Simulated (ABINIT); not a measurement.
# CaInCl3 (Pm-3m): modes at Γ and the response to a field, part 3 of 3

Aim: the zone-centre modes of CaInCl3 (Pm-3m).

ABINIT 10.8.3; DFT LDA, scalar-relativistic, plane waves, PseudoDojo norm-conserving pseudopotentials.

So far. Step 8 (Zone-centre response): The acoustic modes at Γ come out as far as 1.4 cm⁻¹ from zero, where they should vanish, a small numerical error; the Born charges miss their sum rule by 0.0057 e, which is good. The lowest optical mode is imaginary, 65i cm⁻¹, an instability at this level and on this k mesh. Step 9 (Modes with the sum rule): The rule moves no optical mode by more than 0.1 cm⁻¹. The relaxed cell has a = 5.178 Å (conventional setting).

The structure was built from a prototype and need not be the compound's stable phase.

## 10. Sum rules set otherwise (asr 0)

Without the rule the raw error of the acoustic modes shows.

anaddb.abi reads:

```
ddb_filepath "gamma_DDB"
output_file "anaddb.abo"
outdata_prefix "anaddb"
asr 0
chneut 0
enunit 2
eivec 1
nph1l 1
qph1l 0.0 0.0 0.0 1.0
dieflag 2
nph2l 3
qph2l 
    1.0 0.0 0.0 0.0
    0.0 0.0 1.0 0.0
    1.0 1.0 1.0 0.0
```

mrgddb.in reads:

```
gamma_DDB
merged
2
dfpt_gammao_DS2_DDB
gso_DDB
```

Command:

```console
$ mrgddb < mrgddb.in > mrgddb.log
$ OMP_NUM_THREADS=1 anaddb anaddb.abi > anaddb.log
```

anaddb.abo, the main output file:

```text
[banners, grids, parts of the stress and lines that vanish by symmetry left out]
-outvars_anaddb: echo values of input variables ----------------------

 Flags :
[...]
Dielectric Tensor and Effective Charges
[...]
Effective charge tensors after
[...]
Phonon wavevector (reduced coordinates) :  0.00000  0.00000  0.00000
 Phonon energies in Hartree :
[...]
Phonon energies in meV     :
- -8.023893E+00 -8.023893E+00 -8.023893E+00 -2.981454E+00 -2.981454E+00
- -2.981454E+00  1.797235E-01  1.797235E-01  1.797236E-01  1.033968E+01
-  1.033968E+01  1.033968E+01  4.081077E+01  4.081077E+01  4.081077E+01
 Phonon frequencies in cm-1    :
- -6.471706E+01 -6.471706E+01 -6.471706E+01 -2.404705E+01 -2.404705E+01
- -2.404705E+01  1.449568E+00  1.449568E+00  1.449568E+00  8.339512E+01
-  8.339512E+01  8.339512E+01  3.291610E+02  3.291610E+02  3.291610E+02
 Phonon frequencies in Thz     :
- -1.940169E+00 -1.940169E+00 -1.940169E+00 -7.209125E-01 -7.209125E-01
- -7.209125E-01  4.345695E-02  4.345695E-02  4.345696E-02  2.500123E+00
-  2.500123E+00  2.500123E+00  9.868000E+00  9.868000E+00  9.868000E+00
 Phonon energies in Kelvin  :
- -9.311342E+01 -9.311342E+01 -9.311342E+01 -3.459834E+01 -3.459834E+01
- -3.459834E+01  2.085605E+00  2.085605E+00  2.085605E+00  1.199870E+02
-  1.199870E+02  1.199870E+02  4.735893E+02  4.735893E+02  4.735893E+02
[...]
-  1  0.00000000E+00  0.00000000E+00 -1.51088553E-03
-     0.00000000E+00  0.00000000E+00  0.00000000E+00
-  2  0.00000000E+00  0.00000000E+00  3.73687566E-04
-     0.00000000E+00  0.00000000E+00  0.00000000E+00
-  3  0.00000000E+00  0.00000000E+00  5.71587891E-04
-     0.00000000E+00  0.00000000E+00  0.00000000E+00
-  4  0.00000000E+00  0.00000000E+00  1.94882240E-03
-     0.00000000E+00  0.00000000E+00  0.00000000E+00
-  5  0.00000000E+00  0.00000000E+00  1.94882240E-03
-     0.00000000E+00  0.00000000E+00  0.00000000E+00
[...]
-  1  0.00000000E+00 -1.51088553E-03  0.00000000E+00
-     0.00000000E+00  0.00000000E+00  0.00000000E+00
-  2  0.00000000E+00  3.73687566E-04  0.00000000E+00
-     0.00000000E+00  0.00000000E+00  0.00000000E+00
-  3  0.00000000E+00  1.94882240E-03  0.00000000E+00
-     0.00000000E+00  0.00000000E+00  0.00000000E+00
-  4  0.00000000E+00  5.71587891E-04  0.00000000E+00
-     0.00000000E+00  0.00000000E+00  0.00000000E+00
-  5  0.00000000E+00  1.94882240E-03  0.00000000E+00
-     0.00000000E+00  0.00000000E+00  0.00000000E+00
[...]
-  1  1.51088553E-03  0.00000000E+00  0.00000000E+00
-     0.00000000E+00  0.00000000E+00  0.00000000E+00
-  2 -3.73687566E-04  0.00000000E+00  0.00000000E+00
-     0.00000000E+00  0.00000000E+00  0.00000000E+00
-  3 -1.94882240E-03  0.00000000E+00  0.00000000E+00
-     0.00000000E+00  0.00000000E+00  0.00000000E+00
-  4 -1.94882240E-03  0.00000000E+00  0.00000000E+00
-     0.00000000E+00  0.00000000E+00  0.00000000E+00
[...]
Phonon at Gamma, with non-analyticity in the
[...]
Phonon energies in Hartree :
[...]
Phonon energies in meV     :
- -8.023893E+00 -8.023893E+00 -2.981454E+00 -2.981454E+00 -2.981454E+00
-  1.795101E-01  1.797235E-01  1.797235E-01  5.070771E+00  1.033968E+01
[...]
Phonon frequencies in cm-1    :
[...]
Phonon frequencies in Thz     :
[...]
Phonon energies in Kelvin  :
[...]
-  2.083128E+00  2.085605E+00  2.085605E+00  5.884385E+01  1.199870E+02
-  1.199870E+02  1.602095E+02  4.735893E+02  4.735893E+02  5.206651E+02
[...]
-  5  0.00000000E+00  0.00000000E+00 -2.78150787E-03
-     0.00000000E+00  0.00000000E+00  0.00000000E+00
[...]
-  1  0.00000000E+00  0.00000000E+00  0.00000000E+00
-     0.00000000E+00  0.00000000E+00  0.00000000E+00
-  2  0.00000000E+00  0.00000000E+00  0.00000000E+00
-     0.00000000E+00  0.00000000E+00  0.00000000E+00
-  3  0.00000000E+00  2.78150787E-03  0.00000000E+00
-     0.00000000E+00  0.00000000E+00  0.00000000E+00
-  4  0.00000000E+00  0.00000000E+00  0.00000000E+00
-     0.00000000E+00  0.00000000E+00  0.00000000E+00
-  5  0.00000000E+00 -2.78150787E-03  0.00000000E+00
-     0.00000000E+00  0.00000000E+00  0.00000000E+00
[...]
Phonon at Gamma, with non-analyticity in the
[...]
Phonon energies in Hartree :
[...]
Phonon energies in meV     :
- -8.023893E+00 -8.023893E+00 -2.981454E+00 -2.981454E+00 -2.981454E+00
-  1.795101E-01  1.797235E-01  1.797236E-01  5.070771E+00  1.033968E+01
-  1.033968E+01  1.380579E+01  4.081077E+01  4.081077E+01  4.486745E+01
 Phonon frequencies in cm-1    :
- -6.471706E+01 -6.471706E+01 -2.404705E+01 -2.404705E+01 -2.404705E+01
[...]
Phonon frequencies in Thz     :
[...]
Phonon energies in Kelvin  :
[...]
Phonon at Gamma, with non-analyticity in the
[...]
Phonon energies in Hartree :
[...]
Phonon energies in meV     :
[...]
Phonon frequencies in cm-1    :
[...]
Phonon frequencies in Thz     :
[...]
Phonon energies in Kelvin  :
[...]
-  2.083128E+00  2.085605E+00  2.085605E+00  5.884385E+01  1.199870E+02
-  1.199870E+02  1.602095E+02  4.735893E+02  4.735893E+02  5.206651E+02
[...]
-  4  1.61976221E-04  1.55000929E-03 -5.98874673E-05
-     0.00000000E+00  0.00000000E+00  0.00000000E+00
-  5 -2.45927822E-03 -1.02088753E-04 -5.98874673E-05
-     0.00000000E+00  0.00000000E+00  0.00000000E+00
[...]
;  5 -1.70088644E-03 -7.43442187E-05 -7.43442187E-05
;     0.00000000E+00  0.00000000E+00  0.00000000E+00
-
```

Elapsed: 0.51 s, on 1 thread of Arm Neoverse V2, shared host.

Numbers from this step:

- highest optical zone-centre mode (no LO-TO term): 329.2 cm⁻¹

Zone-centre frequencies as printed; negative means imaginary. Modes:

```csv
mode,frequency (cm⁻¹)
1,-64.72
2,-64.72
3,-64.72
4,-24.05
5,-24.05
6,-24.05
7,1.45
8,1.45
9,1.45
10,83.4
11,83.4
12,83.4
13,329.2
14,329.2
15,329.2
```

With imaginary modes the relaxed-ion tensors have no meaning and are not tabulated.

## 11. Results

- space group after relaxation: Pm-3m
- volume per atom: 27.8 Å³
- highest optical zone-centre mode (no LO-TO term): 329.1 cm⁻¹
- lowest optical zone-centre mode: -64.7 cm⁻¹
- highest mode moved by the LO-TO term: 361.9 cm⁻¹
- mean high-frequency dielectric constant: 3.83
- largest Born charge in size (third of the trace): 2.43 e
- imaginary optical modes at the zone centre (no q mesh in this session): yes

At the LDA level the optical modes of CaInCl3 (Pm-3m) at the zone centre (no LO-TO term) run from 65i to 329 cm⁻¹, so the structure is a saddle point, with 6 modes beyond 10i cm⁻¹ there. Along the directions run, the highest mode that the macroscopic field moves lies at 362 cm⁻¹. These are harmonic frequencies at zero temperature: anharmonic shifts and linewidths and thermal expansion are left out. The structure is a hypothetical one, built on a prototype.

[Host names and launcher messages were left out of these logs when they were recorded.]

[Logs are printed without paths, hosts, clocks, repeated set-up lines and the standing remarks that a program may print on its own settings, such as how far it seeks lower states.]

[Hosts, paths, dates, database ids (printed as entryN), source tags and the programs' standing remarks are cut or masked in the printed files.]
